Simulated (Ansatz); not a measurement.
In doubt: masses and optical values from hybrid runs of this build are listed as unsure, which bears on the screening that GW takes from such a start.

Rows from a G0W0 calculation on Al2O3 (Corundum) (Ansatz 0.2.0; G0W0 on HSE06, plane waves, PAW; PAW set soft_1; 4×4×4 mesh, 193 empty bands, screening to 100 eV, PAW set soft_1 files), in eV. Spin-orbit coupling is left out.

| row | k | band | start | Σx | Σc at the solution | Vxc |
| --- | --- | --- | --- | --- | --- | --- |
| A | Γ | v2 | 6.374 | -26.996 | 4.019 | -22.645 |
| B | Γ | c3 | 19.293 | -9.709 | -4.148 | -15.319 |
| C | Γ | c2 | 17.502 | -7.648 | -4.015 | -12.703 |
| D | Γ | c1 | 14.516 | -10.955 | -3.697 | -15.766 |
| E | Γ | v1 | 6.433 | -26.947 | 3.976 | -22.648 |

Q: Give the quasiparticle energies and the shift of each level.

The quasiparticle equation reads E = start + Σx + Σc(E) − Vxc.

| row | E (eV) | shift (eV) |
| --- | --- | --- |
| A | 6.041 | −0.333 |
| B | 20.755 | +1.462 |
| C | 18.541 | +1.040 |
| D | 15.631 | +1.115 |
| E | 6.109 | −0.323 |

The gap over the computed points goes from 8.08 eV to 9.52 eV.

Limits: not at the basis limit.

[Runs of the session that timed out or met a known fault of the program may be left out.]

[Cells called generated may have been cut or substituted from an entry of the Crystallography Open Database or the Materials Project.]

[Hosts, paths, dates, database ids (printed as entryN), source tags and the programs' standing remarks are cut or masked in the printed files.]
